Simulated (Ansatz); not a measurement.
Two G0W0 runs on Cs2HgSe2 (Pbam).

Symmetry: Pbam, No. 55, orthorhombic system. The conventional cell has a = 8.185 Å, b = 10.330 Å, c = 4.711 Å, α = 90.00°, β = 90.00°, γ = 90.00°. Cs has 6 Se at 3.66 to 3.72 Å and 1 Cs at 3.87 Å nearest. Nearest to Hg lie 2 Se at 2.41 Å. Se has 1 Hg at 2.41 Å and 6 Cs at 3.66 to 3.72 Å nearest. Farther neighbours and most contacts between anions are not listed.

```xyz
10
Lattice="8.1849 0.0000 0.0000 0.0000 10.3302 0.0000 0.0000 0.0000 4.7112" Properties=species:S:1:pos:R:3 pbc="T T T"
Cs    3.2103    8.6062    2.3556
Cs    4.9746    1.7240    2.3556
Cs    7.3027    6.8891    2.3556
Cs    0.8822    3.4411    2.3556
Hg    4.0925    5.1651    0.0000
Hg    0.0000    0.0000    0.0000
Se    1.8846    6.1408    0.0000
Se    6.3003    4.1894    0.0000
Se    5.9770    9.3545    0.0000
Se    2.2079    0.9757    0.0000
```

The cell and positions come from the Crystallography Open Database and are kept as given unless a step says otherwise. Spin-orbit coupling is left out unless a run names it.

The first (Ansatz 0.2.0; start PBE, 2×2×2 mesh, 420 empty bands, screening to 60 eV, PAW set soft_1 files; 1 × NVIDIA H100 80GB HBM3 (shared by 6 runs) with 2 threads of AMD EPYC 7R13 (Zen 3), shared host) gave, on its mesh: starting gap 2.00 eV, G0W0 gap 3.34 eV, RPA ε∞ (mean) 3.99, 35 s.

Q: The second changes files from PAW set soft_1 to hard PAW and mesh from 2×2×2 to 2×2×4. What does it give?

It gave: starting gap 2.01 eV, G0W0 gap 3.36 eV, RPA ε∞ (mean) 3.85, 89 s. The G0W0 gap moves by +0.01 eV, +0.01 eV from the start and +0.01 eV from the correction. Σc changes by −0.15 eV at the valence top and −0.02 eV at the conduction bottom, and Σx − Vxc between them by −0.12 eV.

Limits: not at the basis limit; no spin-orbit coupling; coarse k mesh.

[Paths, hosts, dates, memory and timing lines, banners, echoed tables and standing remarks are left out of the program output.]

[Logs are printed without paths, hosts, clocks, repeated set-up lines and the standing remarks that a program may print on its own settings, such as how far it seeks lower states.]

[Runs of the session that timed out or met a known fault of the program may be left out.]

[Cells called generated may have been cut or substituted from an entry of the Crystallography Open Database or the Materials Project.]

[Hosts, paths, dates, database ids (printed as entryN), source tags and the programs' standing remarks are cut or masked in the printed files.]
